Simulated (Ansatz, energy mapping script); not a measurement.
# Spin model of YNiO2 in the infinite layer structure from collinear orders, part 2 of 2

Aim: the exchange couplings of YNiO2 in the infinite layer structure from the energies of a few collinear orders, and the ordering temperature that they give.

LDA; plane waves, collinear spin, no spin–orbit coupling.

So far. Step 2 (Run 1 (parallel; cell A, 8 atoms)): The run ends non-magnetic, not as typed: a moment turned or collapsed in the SCF or in the program's search for a lower state. Step 3 (Parallel start in cell B (8 atoms)): The run ends antiferromagnetic, not as typed: a moment turned or collapsed in the SCF or in the program's search for a lower state.

### Step 4. Order 3: parallel, cell C of 8 atoms

A new cell needs its own zero of energy.

This run holds the same structure in another cell (a 3.103 → 5.009 Å, b 5.561 → 5.009 Å, c 5.561 → 5.009 Å, α 90.0 → 103.4°, β 90.0 → 112.6°, γ 90.0 → 112.6°).

Input file input.yaml:

```yaml
crystal:
  lattice:
    - [3.932394766, 0.0, 3.103120039]
    - [0.0, -3.932394766, -3.103120039]
    - [0.0, 3.932394766, -3.103120039]
  atoms:
    - { symbol: "Y", position: [0.5, 0.25, 0.75] }
    - { symbol: "Y", position: [0.5, 0.75, 0.25] }
    - { symbol: Ni, position: [0.0, 0.5, 0.5], spin: 2.0 }
    - { symbol: Ni, position: [0.0, 0.0, 0.0], spin: 2.0 }
    - { symbol: O, position: [0.5, 0.75, 0.75] }
    - { symbol: O, position: [0.5, 0.25, 0.25] }
    - { symbol: O, position: [0.0, 0.25, 0.75] }
    - { symbol: O, position: [0.0, 0.75, 0.25] }
magnetization:
  spin_polarized: true
kpoints:
  mp_grid: { grid: [9, 9, 9] }
hamiltonian:
  xc: lda
scf:
  occupations: { method: fermi_dirac, width: 0.05 }
output:
  eigenvalues: true
```

Command:

```console
$ ansatz run input.yaml --threads 4 --pin off --max-ram 8192MiB --backend cpu --events-out ev --progress --plain --runs-dir out
```

Numbers of over 12 decimals in the logs are rounded to 6 here.

What it wrote:

```text
[...]
Crystal: 8 atoms, lattice volume = 95.972 Å³
Basis set: ecut = 420 eV, 1907 PW (Γ)
Bands: 52, of which v1, the nominal top of the filled ones, is band 41 counted from 1 (40 counted from 0)
Symmetry: 32 space group operations
[...]
k-points: 75 of 729
[...]
Starting moments: Σ|m| = 4 μB on 2 of 8 sites
[...]
k-point 0 ↑: bands = [... 37 lower, 12.4476, 12.8844, 12.8844, 12.9150, 13.0171, 13.2015, 14.8783, 15.5818, ... 7 higher]
  k-point 1 ↑: bands = [... 37 lower, 12.5146, 12.8548, 12.9305, 12.9834, 13.1241, 13.5090, 15.0878, 15.4677, ... 7 higher]
  k-point 2 ↑: bands = [... 37 lower, 12.7779, 12.8047, 12.8656, 12.8967, 13.5728, 14.2326, 15.1981, 15.6079, ... 7 higher]
  k-point 74 ↓: bands = [... 37 lower, 12.6134, 12.7517, 13.0289, 13.0289, 15.3952, 15.5621, 16.5528, 16.8984, ... 7 higher]
[key lines of the parts left out:]
SCF converged after 2 iterations
Magnetization: -0.0000 μB (41.0000 up, 41.0000 down)
Free energy (F): -21266.327367 eV
Fermi energy:    13.490143 eV
```

The job ended after 98 s (4 threads of Arm Neoverse V2, shared host; peak memory 2.2 GiB; 6.4 min of CPU time).

The run ends antiferromagnetic, not as typed: a moment turned or collapsed in the SCF or in the program's search for a lower state.

### Step 5. Run 4 (parallel; cell D, 8 atoms)

The parallel order again, as the reference for this cell.

This run holds the same structure in another cell (a 5.009 → 3.103 Å, b 5.009 → 3.932 Å, c 5.009 → 7.865 Å, α 103.4 → 90.0°, β 112.6 → 90.0°, γ 112.6 → 90.0°).

Input file input.yaml:

```yaml
crystal:
  lattice:
    - [0.0, 0.0, 3.103120039]
    - [3.932394766, 0.0, 0.0]
    - [0.0, 7.864789532, 0.0]
  atoms:
    - { symbol: "Y", position: [0.5, 0.5, 0.25] }
    - { symbol: "Y", position: [0.5, 0.5, 0.75] }
    - { symbol: Ni, position: [0.0, 0.0, 0.0], spin: 2.0 }
    - { symbol: Ni, position: [0.0, 0.0, 0.5], spin: 2.0 }
    - { symbol: O, position: [0.0, 0.5, 0.0] }
    - { symbol: O, position: [0.0, 0.5, 0.5] }
    - { symbol: O, position: [0.0, 0.0, 0.25] }
    - { symbol: O, position: [0.0, 0.0, 0.75] }
magnetization:
  spin_polarized: true
kpoints:
  mp_grid: { grid: [12, 9, 5] }
hamiltonian:
  xc: lda
scf:
  occupations: { method: fermi_dirac, width: 0.05 }
output:
  eigenvalues: true
```

What it wrote:

```text
[...]
Crystal: 8 atoms, lattice volume = 95.972 Å³
Basis set: ecut = 420 eV, 1877 PW (Γ)
Bands: 52, of which v1, the nominal top of the filled ones, is band 41 counted from 1 (40 counted from 0)
Symmetry: 16 space group operations
[...]
k-points: 105 of 540
[...]
Starting moments: Σ|m| = 4 μB on 2 of 8 sites
[...]
k-point 0 ↑: bands = [... 37 lower, 12.2308, 12.4511, 12.6585, 12.9692, 13.0831, 13.1444, 13.9296, 14.8710, ... 7 higher]
  k-point 1 ↑: bands = [... 37 lower, 12.2790, 12.5670, 12.5991, 13.0079, 13.0745, 13.1127, 13.8450, 15.1128, ... 7 higher]
  k-point 2 ↑: bands = [... 37 lower, 12.3100, 12.5298, 12.8037, 12.8464, 13.0185, 13.3204, 13.6138, 15.6953, ... 7 higher]
  k-point 104 ↓: bands = [... 37 lower, 12.8433, 13.0174, 13.1133, 13.8231, 14.2977, 14.5343, 14.8452, 16.4303, ... 7 higher]
[key lines of the parts left out:]
SCF converged after 15 iterations
Magnetization: 0.0000 μB (41.0000 up, 41.0000 down)
Free energy (F): -21266.301509 eV
Fermi energy:    13.557770 eV
```

Wall time 45 s (4 threads); peak memory 0.94 GiB; 2.9 min of CPU time.

The run ends non-magnetic, not as typed: a moment turned or collapsed in the SCF or in the program's search for a lower state.

### Step 6. Run 5 (parallel; cell E, 8 atoms)

The parallel order again, as the reference for this cell.

This run holds the same structure in another cell (a 3.103 → 3.932 Å, c 7.865 → 6.206 Å).

Input file input.yaml:

```yaml
crystal:
  lattice:
    - [3.932394766, 0.0, 0.0]
    - [0.0, 3.932394766, 0.0]
    - [0.0, 0.0, 6.206240078]
  atoms:
    - { symbol: "Y", position: [0.5, 0.5, 0.25] }
    - { symbol: "Y", position: [0.5, 0.5, 0.75] }
    - { symbol: Ni, position: [0.0, 0.0, 0.0], spin: 2.0 }
    - { symbol: Ni, position: [0.0, 0.0, 0.5], spin: 2.0 }
    - { symbol: O, position: [0.5, 0.0, 0.0] }
    - { symbol: O, position: [0.5, 0.0, 0.5] }
    - { symbol: O, position: [0.0, 0.5, 0.0] }
    - { symbol: O, position: [0.0, 0.5, 0.5] }
magnetization:
  spin_polarized: true
kpoints:
  mp_grid: { grid: [9, 9, 6] }
hamiltonian:
  xc: lda
scf:
  occupations: { method: fermi_dirac, width: 0.05 }
output:
  eigenvalues: true
```

What it wrote:

```text
[...]
Crystal: 8 atoms, lattice volume = 95.972 Å³
Basis set: ecut = 420 eV, 1877 PW (Γ)
Bands: 52, of which v1, the nominal top of the filled ones, is band 41 counted from 1 (40 counted from 0)
Symmetry: 32 space group operations
[...]
k-points: 60 of 486
[...]
Starting moments: Σ|m| = 4 μB on 2 of 8 sites
[...]
k-point 0 ↑: bands = [... 37 lower, 12.1731, 12.1731, 12.4539, 12.4963, 12.7899, 12.9695, 14.8714, 16.2326, ... 7 higher]
  k-point 1 ↑: bands = [... 37 lower, 12.1463, 12.1463, 12.4599, 12.4945, 12.6991, 13.1905, 15.0174, 16.3640, ... 7 higher]
  k-point 2 ↑: bands = [... 37 lower, 12.0698, 12.0698, 12.4339, 12.4712, 12.4895, 13.8245, 15.4531, 15.6256, ... 7 higher]
  k-point 59 ↓: bands = [... 37 lower, 12.8963, 12.9079, 12.9079, 15.3980, 15.3980, 15.4092, 15.4092, 16.6747, ... 7 higher]
[key lines of the parts left out:]
SCF converged after 14 iterations
Magnetization: 0.0000 μB (41.0000 up, 41.0000 down)
Free energy (F): -21266.300332 eV
Fermi energy:    13.555570 eV
```

The job ended after 27 s (4 threads; peak memory 0.72 GiB; 1.7 min of CPU time).

The run ends non-magnetic, not as typed: a moment turned or collapsed in the SCF or in the program's search for a lower state.

### Step 7. The fit

Each energy difference is a sum of couplings weighted by the pairs that the order reverses. A few near shells are fitted to the differences by least squares. Energies are those extrapolated to zero occupation width, not the free energies F.

Energies from the parallel order of the same cell:

```tsv
order	atoms	energy (meV a magnetic atom)	moments (μB)	moments kept as typed
parallel in cell A (typed; ended non-magnetic)	8	-	0.00	no
parallel in cell B (typed; ended antiferromagnetic)	8	-	0.49	no
parallel in cell C (typed; ended antiferromagnetic)	8	-	0.49	no
parallel in cell D (typed; ended non-magnetic)	8	-	0.00	no
parallel in cell E (typed; ended non-magnetic)	8	-	0.00	no
```

No pair of orders in one cell converged with its signs kept, so no coupling can be fitted.

### Step 8. Results

```yaml
couplings: not obtained
```

What this shows: Only parallel starts were run, since none kept its moments as typed; they end non-magnetic and antiferromagnetic.

[Logs and program files are shortened in this print: banners, set-up blocks, solver, clock and traceback lines can be left out without a mark of their own.]

[Logs are printed without paths, hosts, clocks, repeated set-up lines and the standing remarks that a program may print on its own settings, such as how far it seeks lower states.]

[Hosts, paths, dates, database ids (printed as entryN), source tags and the programs' standing remarks are cut or masked in the printed files.]

[Where a cell is said to come from a database of computed structures, the database is the Materials Project.]
